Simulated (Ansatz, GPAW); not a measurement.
# Polarising OH/Ag(100) with a field along the normal

The dipole of the cell at several fields, atoms fixed. What does the strongest field give, and what length does the slope stand for?

Set-up. GPAW 26.7.0, plane waves (500 eV), PAW setups, PBE, 11×11 mesh, a dipole layer in the vacuum; geometry relaxed without an applied field with Ansatz 0.2.0. The cell's area is 8.36 Å², and e/ε0 = 180.95 V Å.

Results, with one row withheld:

```
field (V/Å)  dipole (e Å)
       −0.2       −0.0955
       −0.1       −0.0456
      −0.05       −0.0206
       0.05        0.0293
        0.1        0.0543
        0.2        0.1044
        0.3             ?
```

Q: What is the dipole at 0.3 V/Å?

Worked answer. A line through the 6 points has the slope α = 0.500 e Å per V/Å and the intercept p₀ = 0.0044 e Å (r.m.s. residual 5.3e−05). At 0.3 V/Å it gives p = 0.0044 + 0.500 × 0.3 = 0.1543 e Å; the run gives 0.1544 e Å, so the response stays linear to 0.1 % of the induced part. Dividing by ε0 and the area: α/(ε0 A) = 0.500 × 180.95 / 8.36 = 10.81 Å, against 9.20 Å between the outer nuclei.

**Limits.** This is the electronic response alone; ions that move would add to it in polar layers. No run was spin-polarised, so magnetic states weren't tested.

[Logs are printed without paths, hosts, clocks, repeated set-up lines and the standing remarks that a program may print on its own settings, such as how far it seeks lower states.]
